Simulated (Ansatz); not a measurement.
**Tc of Ga (Cmce) from its phonons**

Wanted: λ, ω_log and Tc of Ga (Cmce). The cell shown first is a relaxed one, from steps not shown here.

Calculated with Ansatz 0.2.0; DFT PBE, scalar-relativistic, plane waves, PAW.

**Measured values to reproduce.**

“List of superconductors” (2026, Wikipedia's table of superconducting elements, as read in December) quotes from earlier work for Ga (bulk crystal): superconducting transition temperature (bulk, normal pressure) 1.083 K.

In doubt: the program doubts the meshes or the phonons of the coupling sums, which bears on λ, Tc and transport values.

## Step 1: The cell after earlier relaxation steps

Symmetry: Cmce, No. 64, orthorhombic system. Conventional cell: a = 4.651 Å, b = 7.770 Å, c = 4.503 Å, α = 90.00°, β = 90.00°, γ = 90.00°. Nearest to Ga lie 5 Ga at 2.53 to 2.77 Å.

## Step 2: Electron–phonon run: q 3×3×3, k 9×9×9, scattering 12×12×12

The run that gives the couplings also evaluates McMillan's and Allen and Dynes's formulas and, where asked, the Eliashberg equations, over a range of μ*.

input.yaml

```yaml
crystal:
  lattice:
    - [2.3253121773, -3.8849263426, 0.0]
    - [2.3253121773, 3.8849263426, 0.0]
    - [0.0, 0.0, 4.5030729286]
  atoms:
    - { symbol: Ga, position: [0.8442575269, 0.1557424731, 0.0824522821] }
    - { symbol: Ga, position: [0.6557424731, 0.3442575269, 0.5824522821] }
    - { symbol: Ga, position: [0.1557424731, 0.8442575269, 0.9175477179] }
    - { symbol: Ga, position: [0.3442575269, 0.6557424731, 0.4175477179] }
kpoints:
  mp_grid: { grid: [9, 9, 9] }
hamiltonian:
  xc: pbe
scf:
  occupations: { method: methfessel_paxton, width: 0.2 }
output:
  eigenvalues: true
phonons:
  method: dfpt
  qmesh: [3, 3, 3]
  temperatures: { t_max: 1000, t_step: 50 }
  qpath:
    path:
      - [[0.0, 0.0, 0.0], [-0.5, 0.5, 0.0]]
      - [[0.0, 0.0, 0.0], [0.0, 0.0, 0.5]]
    npoints: 6
  electrical_resistivity:
    mesh: [12, 12, 12]
    temperatures: [20.0, 50.0, 80.0, 100.0, 150.0, 200.0, 273.0, 300.0, 400.0, 500.0, 600.0, 800.0]
  superconductivity: { mesh: [12, 12, 12] }
```

Run with:

```sh
$ ansatz run input.yaml --threads 16 --pin off --max-ram 92160MiB --backend cuda --events-out ev --progress --plain --runs-dir out --max-vram 78GiB
```

Numbers of over 12 decimals in the logs are rounded to 6 here.

The program printed:

```text
Warning: phonons: the dynamical matrix that this run interpolates holds no multipole term above the dipole-dipole one, and a site of this crystal is no centre of inversion, so its interpolated transverse optical and acoustic branches and sound speeds can stay off near Gamma, and the density of states and the thermodynamics with them. What a run solves at a wave vector of phonons.qpoints, Gamma apart, where the deck admits one, is free of this, and under fd what a larger phonons.supercell samples
Engine: ansatz 0.2.0, aarch64-unknown-linux-gnu
Pseudopotentials: kind: paw
Pseudopotential: Ga, paw, valence charge 13, recommended cutoff 420 eV (normal), Ga.paw.azcp
Functional definition: PBE
  parameter kappa = 0.804
  parameter beta = 0.066725
  exchange = pbe_x(kappa = kappa, mu = beta*pi^2/3)
  correlation = pbe_c(beta = beta)
[...]
Crystal: 4 atoms, lattice volume = 81.359 Å³
Basis set: ecut = 420 eV, 1597 PW (Γ), exchange–correlation on 64×64×64 points (8 copies of the dense FFT grid, shifted against one another)
Bands: 32, of which v1, the nominal top of the filled ones, is band 26 counted from 1 (25 counted from 0)
Symmetry: 8 space group operations
k-points: 125 of 729
Non-local potential: Ga, projectors of the file, l = 0: 2, l = 1: 2, l = 2: 3, l = 3: 1
PAW form: soft (Blöchl's): semilocal exchange-correlation on the pseudo side does not see the compensation charge
PAW one-centre angular grid: Ga, 590 points (default); XC on 64 Gauss nodes
Initial density: superposition of atomic densities (neutral atoms: chi_scale 0, normalization atom), corrected by the library's trained network
Initial wavefunctions: pseudopotential atomic-orbital guess
[...]
Functional: x = pbe(κ = 0.804, μ = 0.219515), c = pbe(β = 0.066725)
SCF iter   1: F=—  HF=-15132.072122 eV  |F-HF|=—  |Δ(HF+E_count)|=         —  Δρ=1.25e-3  dr2=1.35e-3  ethr=1.77e-3  ⟨swp⟩=5.2  Hψ=14312  notcnv=0
preconditioner: auto → Kerker (q_TF=auto, 2.532 Å⁻¹)  [metal: Δε(μ)=0.019 eV  Ē_g=15.979 eV  σ=0.200 eV  W_gap=0.08  n_scr=20 (ndim 8)  ℏωp=29.7 eV  f_vac=0.008  D(μ)=0.97/eV (n_scr^D=2)]
SCF iter   2: F=—  HF=-15132.070591 eV  |F-HF|=—  |Δ(HF+E_count)|=   1.53e-3  S|Δr|=    0.00e0  Δρ=8.26e-4  dr2=5.81e-4  ethr=2.59e-6  ⟨swp⟩=2.0  Hψ=7989  notcnv=0
[...]
SCF iter  10: F=-15132.070694 eV  HF=-15132.070694 eV  |F-HF|=5.46e-12  |Δ(HF+E_count)|=  4.18e-11  S|Δr|=    0.00e0  Δρ=7.45e-8  dr2=3.79e-12  ethr=1.00e-12  ⟨swp⟩=4.9  Hψ=21005  notcnv=0
SCF 1 converged in 10 iterations: F = -15132.070694 eV  dr2 = 3.79e-12
  greatest PAW one-centre occupation: 0.994 electrons in one spin orbital (limit 2), on the Ga atom at site 1 (counted from 0), in its partial waves of l = 2
[...]
iter 1 solved again at ethr=2.31e-7 eV; its pass at ethr=3.10e-3 eV (dr2=1.20e-4 eV) is discarded
SCF iter   1: F=—  HF=-15132.070553 eV  |F-HF|=—  |Δ(HF+E_count)|=         —  Δρ=1.23e-6  dr2=6.14e-10  ethr=2.31e-7  ⟨swp⟩=2.7  Hψ=22959  notcnv=0
eigensolver tolerance schedule: the retry pair's looser diagonalisation over-reported the residual by 195307.94 of it (diagonalisation noise at an unbounded share of the residual, at the tolerance the schedule requests for it); recorded, not acted on — ethr = c·dr2/N_el stays at c = 1.0e-1
preconditioner: auto → Kerker (q_TF=auto, 2.532 Å⁻¹)  [metal: Δε(μ)=0.015 eV  Ē_g=15.978 eV  σ=0.200 eV  W_gap=0.06  n_scr=20 (ndim 8)  ℏωp=29.7 eV  f_vac=0.005  D(μ)=0.98/eV (n_scr^D=2)]
SCF iter   2: F=—  HF=-15132.070694 eV  |F-HF|=—  |Δ(HF+E_count)|=   1.40e-4  S|Δr|=    0.00e0  Δρ=5.75e-7  dr2=1.05e-10  ethr=1.18e-12  ⟨swp⟩=3.3  Hψ=10435  notcnv=0
[...]
SCF iter   5: F=-15132.070694 eV  HF=-15132.070694 eV  |F-HF|=3.64e-12  |Δ(HF+E_count)|=  1.82e-12  S|Δr|=    0.00e0  Δρ=1.04e-7  dr2=4.46e-12  ethr=1.00e-12  ⟨swp⟩=1.8  Hψ=9501  notcnv=0
SCF 2 converged in 5 iterations: F = -15132.070694 eV  dr2 = 4.46e-12
phonons: the bands overlap, so this run is a metal and interpolates without the dipole-dipole term. If the crystal is really an insulator or semiconductor, its LO-TO splitting is missing
[...]
NSCF: frozen V_eff on 125 k-points, pencils in batches of 32, up to order 128
[...]
NSCF: frozen V_eff on 125 k-points
[...]
SCF 3 converged in 10 iterations: F = -15132.070694 eV  dr2 = 3.79e-12
[...]
SCF converged after 10 iterations
[...]
Hall coefficient in a weak field at 50 K (a third of the trace): 4.068e-10 m³/C (how far it moves between the two finest meshes is not known); by each state's relaxation time: 4.015e-10 m³/C; by a constant relaxation time: 8.633e-11 m³/C
  mean free path at 80 K (of a tensor a third of its trace): 58.7 nm by what each carries, 51.8 by the Fermi surface alone
  Hall coefficient in a weak field at 80 K (a third of the trace): 3.462e-10 m³/C (how far it moves between the two finest meshes is not known); by each state's relaxation time: 3.359e-10 m³/C; by a constant relaxation time: 8.466e-11 m³/C
  mean free path at 100 K (of a tensor a third of its trace): 42.1 nm by what each carries, 37.5 by the Fermi surface alone
  Hall coefficient in a weak field at 100 K (a third of the trace): 3.239e-10 m³/C (how far it moves between the two finest meshes is not known); by each state's relaxation time: 3.133e-10 m³/C; by a constant relaxation time: 8.345e-11 m³/C
  mean free path at 150 K (of a tensor a third of its trace): 25.0 nm by what each carries, 22.4 by the Fermi surface alone
  Hall coefficient in a weak field at 150 K (a third of the trace): 2.957e-10 m³/C (how far it moves between the two finest meshes is not known); by each state's relaxation time: 2.849e-10 m³/C; by a constant relaxation time: 7.925e-11 m³/C
  mean free path at 200 K (of a tensor a third of its trace): 17.9 nm by what each carries, 16.2 by the Fermi surface alone
  Hall coefficient in a weak field at 200 K (a third of the trace): 2.784e-10 m³/C (how far it moves between the two finest meshes is not known); by each state's relaxation time: 2.676e-10 m³/C; by a constant relaxation time: 7.268e-11 m³/C
  mean free path at 273 K (of a tensor a third of its trace): 12.8 nm by what each carries, 11.6 by the Fermi surface alone
  Hall coefficient in a weak field at 273 K (a third of the trace): 2.523e-10 m³/C (how far it moves between the two finest meshes is not known); by each state's relaxation time: 2.411e-10 m³/C; by a constant relaxation time: 5.886e-11 m³/C
  mean free path at 300 K (of a tensor a third of its trace): 11.6 nm by what each carries, 10.5 by the Fermi surface alone
  Hall coefficient in a weak field at 300 K (a third of the trace): 2.413e-10 m³/C (how far it moves between the two finest meshes is not known); by each state's relaxation time: 2.300e-10 m³/C; by a constant relaxation time: 5.269e-11 m³/C
  mean free path at 400 K (of a tensor a third of its trace): 8.60 nm by what each carries, 7.80 by the Fermi surface alone
  Hall coefficient in a weak field at 400 K (a third of the trace): 1.957e-10 m³/C (how far it moves between the two finest meshes is not known); by each state's relaxation time: 1.838e-10 m³/C; by a constant relaxation time: 2.665e-11 m³/C
  mean free path at 500 K (of a tensor a third of its trace): 6.85 nm by what each carries, 6.23 by the Fermi surface alone
  Hall coefficient in a weak field at 500 K (a third of the trace): 1.464e-10 m³/C (how far it moves between the two finest meshes is not known); by each state's relaxation time: 1.339e-10 m³/C; by a constant relaxation time: -1.807e-12 m³/C
  mean free path at 600 K (of a tensor a third of its trace): 5.69 nm by what each carries, 5.19 by the Fermi surface alone
  Hall coefficient in a weak field at 600 K (a third of the trace): 9.807e-11 m³/C (how far it moves between the two finest meshes is not known); by each state's relaxation time: 8.504e-11 m³/C; by a constant relaxation time: -3.023e-11 m³/C
  mean free path at 800 K (of a tensor a third of its trace): 4.23 nm by what each carries, 3.91 by the Fermi surface alone
  Hall coefficient in a weak field at 800 K (a third of the trace): 1.197e-11 m³/C (how far it moves between the two finest meshes is not known); by each state's relaxation time: -1.944e-12 m³/C; by a constant relaxation time: -8.212e-11 m³/C
  the resistivity times a path that all electrons share, by the Fermi surface of the deck's mesh alone (a third of the trace): 2.697e-15 Ω·m²
  not converged in the mesh (λ; λ_tr; the resistivity at 20 K by 24.58 %; the resistivity at 50 K by 32.92 %; the resistivity at 80 K by 34.06 %; the resistivity at 100 K by 34.53 %; the resistivity at 150 K by 35.39 %; the resistivity at 200 K by 35.85 %; the resistivity at 273 K by 35.98 %; the resistivity at 300 K by 35.91 %; the resistivity at 400 K by 35.37 %; the resistivity at 500 K by 34.55 %; the resistivity [...]
  vibrations of 27 cells: unjudged by the run; compare a larger repeat
  the changes of the potential over all sites missed a rigid shift's by 0.00 % (the site terms' by 0.02 %)
  at the force constants' own smearing the fine mesh and the k-points of their solves give squared frequencies that differ by 15.2 % of the larger at the most, at (0, 0, 0)
--- Superconductivity: potentials and phonons of a 3×3×3 supercell ---
           mesh         λ    ħω_log (meV)  μ* declared at (meV)
       12×12×12    0.4516          10.482               13.616
          6×6×6    0.4094          10.651               13.632
          3×3×3    0.3313          11.500               15.009
  λ by the species' shares of the modes' patterns: Ga 0.4516
  with the Fermi level up to 28.1 meV (the hardest mode) off, states and modes as they are: density of states 0.3983 to 0.4519 /eV of one spin and cell, λ 0.4346 to 0.4762
  transition temperature on the deck's mesh (K), isotropic and anisotropic, restricted to the Fermi surface (FSR) and over the full bandwidth (FBW), and the last with the density of states resolved in a narrower window:
        μ*   McMillan   Allen–Dynes      iso. FSR      iso. FBW    aniso. FSR    aniso. FBW  narrow window
      0.08      1.344         1.374         1.212         1.211         1.346         1.343          1.344
      0.10      0.955         0.974         0.832         0.831         0.955         0.954          0.954
      0.12      0.640         0.651         0.540         0.541         0.649         0.650          0.649
      0.13      0.510         0.518         0.425         0.426         0.526         0.527          0.526
      0.14      0.397         0.404         0.328         0.329         0.420         0.422          0.421
      0.16      0.224         0.227         0.182         0.184         0.256         0.259          0.257
      0.20      0.045         0.046    none_found    none_found    none_found    none_found     none_found
  none_found: no transition down to 0.1 K
  isotope coefficients −∂ln Tc/∂ln M under μ* = 0.13, the force constants as they are, of the isotropic transitions restricted to the Fermi surface and over the full bandwidth: Ga 0.289 and 0.288
  gaps at the Fermi level over the full bandwidth under μ* = 0.1, 0.239 K: 0.066 to 0.185 meV
  gaps at the Fermi level over the full bandwidth under μ* = 0.13, 0.132 K: 0.028 to 0.104 meV
  gaps at the Fermi level over the full bandwidth under μ* = 0.16, 0.065 K: 0.009 to 0.052 meV
  not converged in the mesh (λ, the transition temperature): between neighbouring meshes, the two finest first, λ moves by 9.36 % and 19.07 % and the anisotropic transition temperature over the full bandwidth at μ* = 0.13 by 43.53 % and (not known); converged means that the two finest part by at most 2.00 % and 5.00 %
  vibrations of 27 cells: unjudged by the run; compare a larger repeat
  the changes of the potential over all sites missed a rigid shift's by 0.00 % (the site terms' by 0.02 %)
  at the force constants' own smearing the fine mesh and the k-points of their solves give squared frequencies that differ by 15.2 % of the larger at the most, at (0, 0, 0)
```

Elapsed: 86 s, on 1 × NVIDIA GB200 with 16 threads of Arm Neoverse V2, shared host; peak memory 5.3 GiB; 7.8 min of CPU time.

Reading the cycles: dr2 is the Hartree energy of the density residual (eV), the measure of convergence; HF is the Harris–Foulkes estimate of the energy, which meets the free energy F at convergence.

Numbers from this step:

| Property | Result |
| --- | --- |
| volume per atom | 20.34 Å³/atom |
| metallic on mesh | yes |
| gap on the k-mesh | 0 eV |
| zero-point energy | 0.08756 eV/cell |
| share of imaginary modes in the plain interpolation between solved wavevectors | 1.00e-4 |
| highest frequency, solved or plainly interpolated | 221 cm⁻¹ |
| Debye temperature (second moment) | 244 K |
| resistivity at 300 K | 28.09 μΩ cm, mean of the axes |
| coupling constant λ | 0.4516 |
| density of states at the Fermi level | 0.4197 states/eV a spin and cell |
| log mean phonon energy ħω_log | 10.48 meV |
| transport coupling constant λ_tr | 0.4751, 0.4371, 0.415 (xx, yy, zz) |
| Drude plasma energy | 7.428, 2.928, 5.571 eV (xx, yy, zz) |
| resistivity times mean free path | 11.41, 52.01, 17.49 × 10⁻¹⁶ Ω m² (xx, yy, zz) |
| second-moment phonon energy ħω₂ | 13.62 meV |

An empty cell: under 1 mK by a formula, or no transition down to the floor of the Eliashberg search. Transition temperatures:

```csv
μ*,McMillan Tc (K),Allen–Dynes Tc (K),isotropic Fermi-surface Tc (K),isotropic full bandwidth Tc (K),anisotropic Fermi-surface Tc (K),anisotropic full bandwidth Tc (K),anisotropic narrow window Tc (K)
0.08,1.34,1.37,1.21,1.21,1.35,1.34,1.34
0.1,0.955,0.974,0.832,0.831,0.955,0.954,0.954
0.12,0.64,0.651,0.54,0.541,0.649,0.65,0.649
0.13,0.51,0.518,0.425,0.426,0.526,0.527,0.526
0.14,0.397,0.404,0.328,0.329,0.42,0.422,0.421
0.16,0.224,0.227,0.182,0.184,0.256,0.259,0.257
0.2,0.0451,0.0457,-,-,-,-,-
```

[end of part 1 of 2]

[Logs are printed without paths, hosts, clocks, repeated set-up lines and the standing remarks that a program may print on its own settings, such as how far it seeks lower states.]

[Hosts, paths, dates, database ids (printed as entryN), source tags and the programs' standing remarks are cut or masked in the printed files.]
